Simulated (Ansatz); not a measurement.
In doubt: masses and optical values from hybrid runs of this build are listed as unsure (in some of the runs), which bears on the screening that GW takes from such a start.

Bi2Te2Pb2S3 (P-3m1), computed twice by G0W0.

```cif
data_structure
_symmetry_space_group_name_H-M 'P 1'
_symmetry_Int_Tables_number 1
_cell_length_a 4.2579
_cell_length_b 4.2579
_cell_length_c 16.9431
_cell_angle_alpha 90.000
_cell_angle_beta 90.000
_cell_angle_gamma 120.000
_cell_volume 266.02
loop_
_atom_site_label
_atom_site_type_symbol
_atom_site_fract_x
_atom_site_fract_y
_atom_site_fract_z
_atom_site_occupancy
Bi1 Bi 0.00000 0.00000 0.19477 1
Bi2 Bi 0.00000 0.00000 0.80523 1
Te3 Te 0.33333 0.66667 0.91060 1
Te4 Te 0.66667 0.33333 0.08940 1
Pb5 Pb 0.33333 0.66667 0.60123 1
Pb6 Pb 0.66667 0.33333 0.39877 1
S7 S 0.33333 0.66667 0.29817 1
S8 S 0.66667 0.33333 0.70183 1
S9 S 0.00000 0.00000 0.50000 1
```

The cell and positions come from the Crystallography Open Database and are kept as given unless a step says otherwise. Spin-orbit coupling is left out unless a run names it.

The first (Ansatz 0.2.0; start PBE with 60 % exact exchange, 6×6×2 mesh, 1000 empty bands, screening to 140 eV, PAW set soft_1 files; 1 × NVIDIA H100 80GB HBM3 (shared by 3 runs) with 4 threads of AMD EPYC 7R13 (Zen 3), shared host) gave, on its mesh: starting gap 2.93 eV, G0W0 gap 1.44 eV, RPA ε∞ (mean) 6.64, 6.5 min.

The second gave: starting gap 5.19 eV, G0W0 gap 1.94 eV, RPA ε∞ (mean) 4.53, 8.8 min.

Question: What was changed in the input? Choose among start, files, mesh, bands and cutoff, frequency model or another key.

Changed: start from PBE with 60 % exact exchange to Hartree-Fock. A jump of this size in the start, with ε∞ moving the other way, marks another functional. Other changes could give like numbers; this is the one that was made.

Limits: not at the basis limit; no spin-orbit coupling.

[Paths, hosts, dates, memory and timing lines, banners, echoed tables and standing remarks are left out of the program output.]

[Logs are printed without paths, hosts, clocks, repeated set-up lines and the standing remarks that a program may print on its own settings, such as how far it seeks lower states.]

[Runs of the session that timed out or met a known fault of the program may be left out.]

[Cells called generated may have been cut or substituted from an entry of the Crystallography Open Database or the Materials Project.]

[Hosts, paths, dates, database ids (printed as entryN), source tags and the programs' standing remarks are cut or masked in the printed files.]
